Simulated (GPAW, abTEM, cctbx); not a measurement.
# CsNbBr3: the scripts behind a bonding study

Short scripts, each with its output. The start was made by putting kin elements into a known structure type; the compound need not exist, or be stable, in this form.

**1. Relax the structure**

```text
cell
1.0
     0.000000000    0.000000000    6.256000000
     7.591000000    0.000000000    0.000000000
    -3.795500000    6.573998840    0.000000000
Cs Nb Br
2 2 6
Direct
0.250000000 0.666666667 0.333333333
0.750000000 0.333333333 0.666666667
0.500000000 0.000000000 0.000000000
0.000000000 0.000000000 0.000000000
0.750000000 0.317199991 0.158599996
0.250000000 0.158599996 0.841400004
0.750000000 0.841400004 0.682800009
0.250000000 0.682800009 0.841400004
0.750000000 0.841400005 0.158599996
0.250000000 0.158599996 0.317199991
```

```python
from ase.constraints import FixSymmetry
from ase.filters import FrechetCellFilter
from ase.io import read, write
from ase.optimize import BFGS
from ase.parallel import parprint
from gpaw import GPAW, PW, FermiDirac

atoms = read("start.vasp")
atoms.set_constraint(FixSymmetry(atoms))
atoms.calc = GPAW(mode=PW(570), xc="PBE", kpts={"size": (3, 2, 2), "gamma": True},
                 occupations=FermiDirac(0.05), maxiter=120, symmetry={"tolerance": 1e-5}, txt="relax.txt")
BFGS(FrechetCellFilter(atoms), maxstep=0.15).run(fmax=0.03, steps=40)
parprint("cell  %.4f %.4f %.4f  %.2f %.2f %.2f" % tuple(atoms.cell.cellpar()))
parprint("volume %.3f A^3, largest force %.3f eV/A, largest stress %.2f GPa" % (atoms.get_volume(), abs(atoms.get_forces()).max(), 160.218 * abs(atoms.get_stress()).max()))
atoms.set_constraint()
write("relaxed.vasp", atoms, direct=True)
```

```console
$ OMP_NUM_THREADS=1 mpirun -n 4 gpaw python run.py > gpaw.log
```

```text
      Step        Energy          fmax
BFGS:    0      -41.596296        1.254537
BFGS:    1      -41.741798        1.046428
BFGS:    2      -42.129074        0.719758
BFGS:    3      -42.151257        0.827946
BFGS:    4      -42.177114        0.919732
BFGS:    5      -42.236999        1.031670
BFGS:    6      -42.326985        1.062500
BFGS:    7      -42.425803        1.012203
BFGS:    8      -42.537130        0.916030
BFGS:    9      -42.657797        0.787216
BFGS:   10      -42.782337        0.687866
BFGS:   11      -42.902373        0.601329
BFGS:   12      -43.006767        0.469140
BFGS:   13      -43.081660        0.285339
BFGS:   14      -43.110554        0.305075
BFGS:   15      -43.114455        0.303200
BFGS:   16      -43.196219        0.233187
BFGS:   17      -43.233888        0.145535
BFGS:   18      -43.258520        0.070087
BFGS:   19      -43.264496        0.022191
cell  5.3774 8.5053 8.5053  120.00 90.00 90.00
volume 336.885 A^3, largest force 0.018 eV/A, largest stress 0.11 GPa
```

Time: 6 min on 4 cores of Arm Neoverse V1 (shared host), peak memory 2 GiB.

**2. Build the all-electron density and subtract free atoms**

```text
cell
1.0
     0.000000000    0.000000000    5.377373680
     8.505315850    0.000000000    0.000000000
    -4.252657930    7.365819590    0.000000000
Cs Nb Br
2 2 6
Direct
0.250000000 0.666666670 0.333333330
0.750000000 0.333333330 0.666666670
0.500000000 0.000000000 0.000000000
0.000000000 0.000000000 0.000000000
0.750000000 0.324541520 0.162270760
0.250000000 0.162270760 0.837729240
0.750000000 0.837729240 0.675458480
0.250000000 0.675458480 0.837729240
0.750000000 0.837729240 0.162270760
0.250000000 0.162270760 0.324541520
```

```python
import numpy as np
from ase.io import read
from ase.units import Bohr
from gpaw import GPAW, PW, FermiDirac
from gpaw.calculator import GPAW as OldGPAW
from gpaw.mpi import serial_comm, world
from scipy.special import erfc
from scipy.spatial import cKDTree

atoms = read("cell.vasp")
atoms.calc = GPAW(mode=PW(450), xc="PBE", kpts={"size": (4, 3, 3), "gamma": True},
                 occupations=FermiDirac(0.05), maxiter=120, symmetry={"tolerance": 1e-5}, txt="scf.txt")
atoms.get_potential_energy()
rho = atoms.calc.get_all_electron_density(gridrefinement=2)
moments = atoms.get_magnetic_moments() if atoms.calc.get_number_of_spins() == 2 else np.zeros(len(atoms))
total = atoms.get_magnetic_moment() if moments.any() else 0.0
if world.rank == 0:
    free = OldGPAW(mode=PW(450), xc="PBE", txt=None, communicator=serial_comm)
    neutral = atoms.copy()
    neutral.set_initial_magnetic_moments(None)
    free.initialize(neutral)
    free.set_positions(neutral)
    drho = rho - free.get_all_electron_density(gridrefinement=2)
    # GPAW starts from confined atoms: exchange their smooth part for that of the datasets' free atoms
    h = np.stack(np.meshgrid(*[np.fft.fftfreq(n, 1 / n) for n in drho.shape], indexing="ij"), -1)
    gabs = np.linalg.norm(h @ atoms.cell.reciprocal(), axis=-1)
    tails = np.fft.fftn(free.get_pseudo_density(gridrefinement=2))
    g, form, v0 = np.linspace(0, gabs.max(), 1500), {}, 0
    for e in set(atoms.symbols):
        idx = atoms.symbols.search(e)
        d = free.setups[idx[0]].data
        r, w = d.rgd.r_g * Bohr, d.rgd.r_g**2 * d.rgd.dr_g
        j0 = np.sinc(2 * g[:, None] * r)
        smooth = sum(f * p**2 for f, p in zip(d.f_j, d.phit_jg)) + np.sqrt(4 * np.pi) * d.nct_g
        full = sum(f * p**2 for f, p in zip(d.f_j, d.phi_jg)) + np.sqrt(4 * np.pi) * d.nc_g
        phase = sum(np.exp(-2j * np.pi * h @ s) for s in atoms.get_scaled_positions()[idx])
        tails -= np.interp(gabs, g, j0 @ (smooth * w)) * phase * drho.size / atoms.get_volume()
        form[e] = j0 @ (full * w)
        v0 += 2 * np.pi / 3 * 14.3996 * (full * w * r**2).sum() * len(idx)  # V A^3
    tails *= 0.5 * erfc((gabs - 1.8) / 0.25)  # the tails differ at long wavelengths alone
    drho += np.fft.ifftn(tails).real  # crystal minus superposed spherical free atoms
    np.save("drho.npy", drho)
    dv = atoms.get_volume() / drho.size
    print("grid", drho.shape, " electrons %.3f" % (rho.sum() * dv), " moved by bonding %.3f e" % (abs(drho).sum() * dv / 2))
    pts = np.indices(drho.shape).reshape(3, -1).T / drho.shape @ atoms.cell
    shifts = (np.indices((3, 3, 3)).reshape(3, -1).T - 1) @ atoms.cell
    images = (atoms.positions[None] + shifts[:, None]).reshape(-1, 3)
    dist, idx = cKDTree(images).query(pts, k=4)
    out = drho.ravel()[dist[:, 0] > 0.5]
    print("deformation density beyond 0.5 A of the nuclei: max %.3f, min %.3f e/A^3" % (out.max(), out.min()))
    tie = dist < dist[:, :1] + 1e-4
    q = -np.bincount((idx % len(atoms))[tie], (drho.ravel()[:, None] / tie.sum(1, keepdims=True) * tie)[tie], len(atoms)) * dv
    print("atom        x       y       z   Voronoi charge  moment")
    for a, s, c, m in zip(atoms, atoms.get_scaled_positions(), q, moments):
        print("%-2s%-3d %7.4f %7.4f %7.4f %10.3f %10.2f" % (a.symbol, a.index + 1, *s, c, m))
    np.savez("free.npz", g=g, **form)
    print("mean inner potential of superposed free atoms %.3f V" % (v0 / atoms.get_volume()))
    print("total magnetic moment %.3f muB" % total)
```

```console
$ OMP_NUM_THREADS=1 mpirun -n 4 gpaw python run.py > gpaw.log
```

```text
grid (54, 84, 84)  electrons 402.000  moved by bonding 1.887 e
deformation density beyond 0.5 A of the nuclei: max 0.180, min -0.334 e/A^3
atom        x       y       z   Voronoi charge  moment
Cs1    0.2500  0.6667  0.3333      0.196       0.00
Cs2    0.7500  0.3333  0.6667      0.196       0.00
Nb3    0.5000  0.0000  0.0000      0.187       0.00
Nb4    0.0000  0.0000  0.0000      0.187       0.00
Br5    0.7500  0.3245  0.1623     -0.128       0.00
Br6    0.2500  0.1623  0.8377     -0.128       0.00
Br7    0.7500  0.8377  0.6755     -0.128       0.00
Br8    0.2500  0.6755  0.8377     -0.128       0.00
Br9    0.7500  0.8377  0.1623     -0.128       0.00
Br10   0.2500  0.1623  0.3245     -0.128       0.00
mean inner potential of superposed free atoms 13.495 V
total magnetic moment 0.000 muB
```

Time: 35 s.

**3. Fourier-transform the difference**

```python
from cctbx import adptbx, crystal, miller, xray
from cctbx.eltbx import tiny_pse
import numpy as np

cs = crystal.symmetry(unit_cell=(8.5053, 8.5053, 5.3774, 90, 90, 120), space_group_symbol='Hall: -P 6c 2c')  # P6_3/mmc
atoms = [  # label, site, U (iso, or U11 U22 U33 U12 U13 U23 in A^2), occupancy
    ("Cs1", (2/3, 1/3, 0.25), 0.0000, 1),
    ("Nb1", (0, 0, 0.5), 0.0000, 1),
    ("Br1", (0.32454, 0.16227, 0.75), 0.0000, 1),
]
xs = xray.structure(crystal_symmetry=cs)
for label, site, u, occ in atoms:
    u = adptbx.u_cif_as_u_star(cs.unit_cell(), u) if isinstance(u, tuple) else u
    xs.add_scatterer(xray.scatterer(label, site=site, u=u, occupancy=occ))
xs.scattering_type_registry(table="wk1995")
drho = np.load("drho.npy")
T = np.array([[0, 1, 0], [0, 0, 1], [1, 0, 0]])  # conventional axes in terms of the primitive ones
dF = np.fft.ifftn(drho) * 336.88505  # electrons a conventional cell, indexed by primitive hkl
ms = miller.build_set(cs, anomalous_flag=False, d_min=0.9).sort("resolution")
iam = ms.structure_factors_from_scatterers(xs, algorithm="direct").f_calc()
p1 = xs.expand_to_p1()
z = np.array([tiny_pse.table(sc.scattering_type).atomic_number() for sc in p1.scatterers()])
x = np.array(p1.sites_frac())
free = np.load("free.npz")
print("static structure factors of the conventional cell: F in electrons, V (Mott-Bethe) in volts")
print("   h  k  l      d  |F| table  |F| free   |F| DFT   change   |V| free  |V| DFT  change %")
for h, d, table in list(zip(ms.indices(), ms.d_spacings().data(), iam.data()))[:16]:
    df = dF[tuple(np.rint(np.linalg.solve(T, h)).astype(int))]
    phase = np.exp(2j * np.pi * x @ h)
    f = sum(np.interp(1 / d, free["g"], free[sc.scattering_type]) * p for sc, p in zip(p1.scatterers(), phase))
    fz = (z * phase).sum()
    c = 14.3996 * d * d / (np.pi * cs.unit_cell().volume())
    v0, v1 = abs(fz - f) * c, abs(fz - f - df) * c
    print("%4d%3d%3d %7.4f %9.3f %9.3f %9.3f %8.3f %9.3f %8.3f %8s" % (h + (d, abs(table), abs(f), abs(f + df), abs(f + df) - abs(f), v0, v1, "%.1f" % (100 * (v1 / v0 - 1)) if v0 > 0.02 else "-")))
```

```console
$ python run.py
```

```text
static structure factors of the conventional cell: F in electrons, V (Mott-Bethe) in volts
   h  k  l      d  |F| table  |F| free   |F| DFT   change   |V| free  |V| DFT  change %
   1  0  0  7.3658    66.155    66.020    66.210    0.191     1.996    1.855     -7.1
   1  0  1  4.3432    34.397    34.461    34.280   -0.180     1.027    1.073      4.5
   1  1  0  4.2526   109.385   109.401   109.077   -0.324     3.218    3.298      2.5
   2  0  0  3.6829    68.996    69.062    69.398    0.337     1.588    1.526     -3.9
   2  0  1  3.0386   232.455   232.556   232.992    0.437     5.530    5.475     -1.0
   2  1  0  2.7840    39.012    38.981    38.942   -0.038     1.005    1.009      0.4
   0  0  2  2.6887   193.951   194.138   195.217    1.079     4.314    4.208     -2.5
   1  0  2  2.5257    75.647    75.602    74.863   -0.739     1.708    1.772      3.8
   2  1  1  2.4723    21.974    21.976    22.015    0.039     0.431    0.428     -0.8
   3  0  0  2.4553    95.994    95.956    96.078    0.123     2.097    2.087     -0.5
   1  1  2  2.2726    30.869    30.786    30.228   -0.558     0.754    0.793      5.2
   3  0  1  2.2335    17.658    17.668    17.677    0.009     0.371    0.371     -0.2
   2  0  2  2.1716   182.672   182.688   182.075   -0.612     3.784    3.824      1.0
   2  2  0  2.1263   300.464   300.547   300.461   -0.086     6.123    6.128      0.1
   3  1  0  2.0429    49.375    49.292    49.341    0.050     1.046    1.043     -0.3
   2  1  2  1.9340    83.673    83.658    83.320   -0.338     1.620    1.637      1.1
```

Time: 0.24 s on 1 core of Arm Neoverse V1 (shared host), peak memory 0.09 GiB.

**4. Propagate a plane wave with and without the bonding term**

```python
import abtem
import numpy as np
from ase.build import make_supercell
from ase.io import read

abtem.config.set({"dask.lazy": False, "fft": "fftw", "diagnostics.progress_bar": False})
M = [[-1, 0, 0], [0, 0, 1], [0, 2, 1]]  # rows: x, y and beam direction in the primitive cell's axes
unit = make_supercell(read("cell.vasp"), M)
unit.set_cell(list(unit.cell.lengths()) + [90, 90, 90], scale_atoms=True)
unit.positions[:, 2] += 0.6138  # keeps atomic planes off the slice boundaries
unit.wrap()
slab = unit * (2, 2, 42)
print(slab.get_chemical_formula(), "| box %.2f x %.2f x %.2f A" % tuple(slab.cell.lengths()))

# change of the potential by bonding, from the DFT deformation density (Poisson's equation term by term)
drho = np.load("drho.npy")
prim = read("cell.vasp")
h = np.stack(np.meshgrid(*[np.fft.fftfreq(n, 1 / n) for n in drho.shape], indexing="ij"), -1).reshape(-1, 3).astype(int)
g2 = ((h @ prim.cell.reciprocal()) ** 2).sum(1)
keep = (g2 > 0) & (g2 < 2.5**2)
shape = (154, 244, 84)
vg = np.zeros(shape, complex)
hm = h[keep] @ np.array(M).T
move = np.exp(-2j * np.pi * hm[:, 2] * (0.6138 / unit.cell[2, 2] - 0.5 / shape[2]))  # the same shift, sampled at mid-points
vg[tuple(hm.T % np.array(shape)[:, None])] = -14.3996 / np.pi * (np.fft.fftn(drho).ravel() / drho.size)[keep] / g2[keep] * move
dV = np.fft.ifftn(vg).real * vg.size
dV = dV.reshape(154, 244, 12, 7).mean(3) * unit.cell[2, 2] / 12  # V A, projected in each slice
dV = np.tile(dV.transpose(2, 0, 1), (42, 2, 2))


def build(atoms):
    p = abtem.Potential(atoms, gpts=(308, 488), slice_thickness=[slab.cell[2, 2] / 504] * 504,
                        parametrization="lobato", projection="infinite", exit_planes=36).build()
    p.array[:] += BONDING * dV
    return p


sigmas = {'Cs': 0.062, 'Nb': 0.066, 'Br': 0.068}  # r.m.s. displacement along each axis, A
u = np.array([sigmas[s] for s in slab.symbols])[:, None]
rng = np.random.default_rng(284)


def potentials():
    for _ in range(3):  # frozen phonons, one configuration at a time
        atoms = slab.copy()
        atoms.positions += u * rng.standard_normal((len(atoms), 3))
        atoms.wrap()
        yield build(atoms)


for label, BONDING in (("IAM", 0.0), ("DFT", 1.0)):
    print("=====", label)
    rng = np.random.default_rng(284)  # the same displacements for both
    potential = build(slab)
    print("grid", potential.gpts, "slices", potential.num_slices)
    thickness = potential.exit_thicknesses
    wave = abtem.PlaneWave(energy=100000)
    dp = np.mean([wave.multislice(p).diffraction_patterns(max_angle="valid").array for p in potentials()], axis=0)
    hkl = [(0, 0, 0), (0, 0, 1), (1, -2, 0), (1, -2, 1), (0, 0, 2), (1, -2, 2), (0, 0, 3)]
    nx, ny = dp.shape[-2:]
    print("intensity of each beam, fraction of the incident wave")
    print("  t (A)" + "".join("%9s" % " ".join(map(str, h)) for h in hkl) + "  diffuse    total")
    grid = np.zeros((nx, ny), bool)
    grid[nx // 2 % 2::2, ny // 2 % 2::2] = True
    for t, a in list(zip(thickness, dp))[1:]:
        idx = [np.rint(np.array(M) @ np.linalg.solve([[0, 1, 0], [0, 0, 1], [1, 0, 0]], h)).astype(int) for h in hkl]
        print("%7.1f" % t + "".join("%9.5f" % a[nx // 2 + i[0] * 2, ny // 2 + i[1] * 2] for i in idx) + "%9.4f%9.4f" % (a[~grid].sum(), a.sum()))
```

```console
$ python run.py
```

```text
Br2016Cs672Nb672 | box 10.75 x 17.01 x 618.73 A
===== IAM
grid (308, 488) slices 504
intensity of each beam, fraction of the incident wave
  t (A)    0 0 0    0 0 1   1 -2 0   1 -2 1    0 0 2   1 -2 2    0 0 3  diffuse    total
   44.2  0.65022  0.00001  0.01148  0.00008  0.02789  0.00469  0.00004   0.0348   0.9978
   88.4  0.18334  0.00003  0.01480  0.00017  0.07808  0.03563  0.00003   0.1086   0.9930
  132.6  0.00581  0.00002  0.00020  0.00035  0.08283  0.06796  0.00005   0.2011   0.9871
  176.8  0.01192  0.00002  0.03668  0.00028  0.04180  0.07043  0.00017   0.2735   0.9820
  221.0  0.01886  0.00007  0.11933  0.00012  0.00941  0.03217  0.00012   0.3158   0.9786
  265.2  0.04069  0.00015  0.16028  0.00012  0.00273  0.01023  0.00012   0.3352   0.9765
  309.4  0.06421  0.00010  0.09771  0.00018  0.01164  0.02158  0.00004   0.3489   0.9745
  353.6  0.03902  0.00004  0.02544  0.00010  0.04502  0.02921  0.00009   0.3744   0.9719
  397.8  0.01820  0.00011  0.00204  0.00010  0.07054  0.01772  0.00010   0.4069   0.9691
  441.9  0.07272  0.00032  0.00097  0.00016  0.05429  0.00643  0.00011   0.4313   0.9664
  486.1  0.14529  0.00023  0.01104  0.00055  0.02627  0.00243  0.00006   0.4430   0.9642
  530.3  0.15494  0.00004  0.02352  0.00094  0.01260  0.00287  0.00004   0.4463   0.9623
  574.5  0.09855  0.00008  0.01885  0.00088  0.00874  0.01352  0.00003   0.4521   0.9601
  618.7  0.04087  0.00015  0.00710  0.00047  0.00356  0.02639  0.00008   0.4681   0.9576
===== DFT
grid (308, 488) slices 504
intensity of each beam, fraction of the incident wave
  t (A)    0 0 0    0 0 1   1 -2 0   1 -2 1    0 0 2   1 -2 2    0 0 3  diffuse    total
   44.2  0.65056  0.00001  0.01211  0.00008  0.02687  0.00482  0.00004   0.0347   0.9978
   88.4  0.18369  0.00003  0.01624  0.00017  0.07596  0.03627  0.00003   0.1082   0.9931
  132.6  0.00564  0.00002  0.00013  0.00035  0.08008  0.06956  0.00005   0.2003   0.9871
  176.8  0.01210  0.00002  0.03297  0.00028  0.03874  0.07342  0.00018   0.2735   0.9821
  221.0  0.02181  0.00007  0.11398  0.00011  0.00756  0.03465  0.00013   0.3169   0.9785
  265.2  0.04869  0.00015  0.15751  0.00012  0.00227  0.00975  0.00012   0.3368   0.9763
  309.4  0.07703  0.00010  0.09723  0.00019  0.01266  0.01879  0.00004   0.3495   0.9745
  353.6  0.05037  0.00004  0.02507  0.00012  0.04810  0.02587  0.00009   0.3736   0.9720
  397.8  0.01979  0.00010  0.00168  0.00011  0.07548  0.01559  0.00010   0.4058   0.9691
  441.9  0.06351  0.00032  0.00163  0.00017  0.05841  0.00577  0.00011   0.4310   0.9664
  486.1  0.13246  0.00023  0.01391  0.00055  0.02677  0.00271  0.00006   0.4440   0.9642
  530.3  0.14487  0.00004  0.02839  0.00093  0.00986  0.00372  0.00004   0.4479   0.9621
  574.5  0.09154  0.00009  0.02381  0.00091  0.00543  0.01424  0.00003   0.4534   0.9600
  618.7  0.03570  0.00017  0.00942  0.00048  0.00162  0.02699  0.00009   0.4687   0.9575
```

Time: 1.7 min.

[Outputs are excerpts: Python notices, other lines and further rows are left out; steps that failed or that the build refused (PBEsol, TPSS) are not shown.]

[Logs are printed without paths, hosts, clocks, repeated set-up lines and the standing remarks that a program may print on its own settings, such as how far it seeks lower states.]
